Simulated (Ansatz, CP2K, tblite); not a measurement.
# What went wrong? tblite on twisted graphene double bilayer, 38.21° (56 atoms)

Program: tblite 0.8.0, a calculation on a cell of 56 C, with vacuum.

File run.py:

```python
import numpy as np
from ase.io import read
from tblite.ase import TBLite

atoms = read("structure.xyz")
atoms.calc = TBLite(method="GFN3-xTB", electronic_temperature=580, accuracy=1.0, max_iterations=250, mixer_damping=0.4, verbosity=1)
energy = atoms.get_potential_energy()
forces = atoms.get_forces()
print(f"energy {energy:.6f} eV")
print("forces (eV/A)")
for i, (a, f) in enumerate(zip(atoms, forces)):
    print(f"{i:4d} {a.symbol:2s} {f[0]:10.5f} {f[1]:10.5f} {f[2]:10.5f}")
print("charges (e)")
print(np.array2string(atoms.get_charges(), precision=4, suppress_small=True, max_line_width=110, threshold=100000))
```

File structure.xyz:

```xyz
56
Lattice="6.50850 0.00000 0.00000 -3.25425 5.63653 0.00000 0.00000 0.00000 24.18000" Properties=species:S:1:pos:R:3 pbc="T T T"
C 0.43939 1.35277 7.02139
C 1.39708 0.27208 7.03952
C 0.00218 3.72682 7.05911
C 0.95385 2.68722 7.04605
C 2.81623 0.53626 7.02018
C 0.44404 5.09176 7.03807
C 2.31019 2.95332 7.02477
C 3.24963 1.87809 7.02356
C 1.82625 5.36479 7.05742
C 2.78343 4.33100 7.01559
[... 42 atom lines left out ...]
C 1.37482 3.47024 17.16079
C 0.94630 4.85097 17.13371
C 3.24419 1.87544 17.13443
C 2.79335 3.18131 17.13612
```

Started as:

```
OMP_NUM_THREADS=1 python run.py > output.txt
```

Log:

```text
tblite.exceptions.TBLiteValueError: Method 'GFN3-xTB' is not available for this calculator
```

It took 0.53 s on 1 thread of Arm Neoverse V2, shared host; peak memory 0.1 GiB.

Banners, paths, timers and routine set-up lines are dropped from the logs unmarked, and long logs keep their key lines alone; longer cuts are marked.

**Question.** Which part of the input is at fault, and how is it mended?

An unknown method: method GFN3-xTB. Mend: name a method that the program has, such as GFN1-xTB or GFN2-xTB.

The program stopped at the start.

[Also dropped from logs without a mark: logging warnings of Python, and SIESTA's first energy breakdown and zero terms.]

[Logs are printed without paths, hosts, clocks, repeated set-up lines and the standing remarks that a program may print on its own settings, such as how far it seeks lower states.]

[Hosts, paths, dates, database ids (printed as entryN), source tags and the programs' standing remarks are cut or masked in the printed files.]
